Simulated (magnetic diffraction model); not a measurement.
# MnSn2C6N6: the ordered moment from one line

Space group P-3 (no. 147), a = 7.2490 Å, c = 5.5420 Å.

```csv
site,atom,x,y,z
2d,Sn,1/3,2/3,0.5523
1a,Mn,0,0,0
6g,N,0.6080,0.7261,0.3126
6g,C,0.1600,0.9207,0.2005
```

The compound is invented for this exercise: a known structure type with other elements, its cell scaled to their sizes and not relaxed.

Only Mn is taken to order (form factors of Mn2+); orders and moment sizes are assumed, and not adapted to the symmetry. Radiation: neutrons of λ = 1.594 Å, 1.5° to 40°; isotropic B of 0.24 Å² (Sn), 0.36 Å² (Mn), 0.44 Å² (N) and 0.43 Å² (C). Simulated constant-wavelength pattern: nuclear and magnetic terms add, the magnetic one as |2.695 fm × Σ f S⊥ exp(2πi Q·r) exp(−B s²)|², summed over all Q at one angle with the factor 1/(sin²θ cos θ). For a modulated order the moment at position r is S exp(−2πi k·r) + c.c., with S = m/2 for a sine wave of amplitude m and S = m(u + iv)/2 for moments turning in a plane, u and v being orthogonal unit vectors in it; the phase factor of the sum at Q = H + k is then exp(2πi H·r). Free-ion form factors, Sears's scattering lengths of 1992, no absorption; a label names one of the reflections at its angle. The strongest nuclear line in the range is 100, and lines under 0.2 are left out.

In a first state the assumed order is k = (1/3 1/3 0), moments turning in the plane of [100] and [001], 4.74 μB on Mn, with this pattern:

| 2θ (°) | index | nuclear | magnetic |
| --- | --- | --- | --- |
| 8.41 | (1/3 1/3 0) | 0.0 | 16.2 |
| 14.59 | (1 0 0) | 3.5 | 0.0 |
| 16.54 | (0 0 1) | 14.9 | 0.0 |
| 16.86 | (2/3 2/3 0) | 0.0 | 3.5 |
| 18.58 | (1/3 1/3 1) | 0.0 | 4.1 |
| 22.12 | (1 0 1) | 35.5 | 0.0 |
| 22.36 | (4/3 1/3 0) | 0.0 | 3.5 |
| 23.70 | (2/3 2/3 1) | 0.0 | 2.5 |
| 25.41 | (1 1 0) | 5.7 | 0.0 |
| 27.94 | (4/3 1/3 1) | 0.0 | 3.4 |
| 29.42 | (2 0 0) | 26.9 | 0.0 |
| 30.47 | (1 1 1) | 69.0 | 0.0 |
| 30.65 | (5/3 2/3 0) | 0.0 | 1.5 |
| 33.43 | (0 0 2) | 26.5 | 0.0 |
| 33.93 | (2 0 1) | 100.0 | 0.0 |
| 34.10 | (4/3 4/3 0) | 0.0 | 0.5 |
(The table stops after 16 lines; 7 more lie at higher angle.)

**Question.** Nearer the ordering temperature the line at 8.41° has total intensity 1.5 on the same scale, and all moments have shrunk alike. How large is the Mn moment?

The nuclear part, 0.0, stays, so the magnetic part is 1.5 against 16.2. It goes as m², so m = 4.74 × √(1.5/16.2) = 1.44 μB; the value used was 1.42 μB.

[Logs are printed without paths, hosts, clocks, repeated set-up lines and the standing remarks that a program may print on its own settings, such as how far it seeks lower states.]
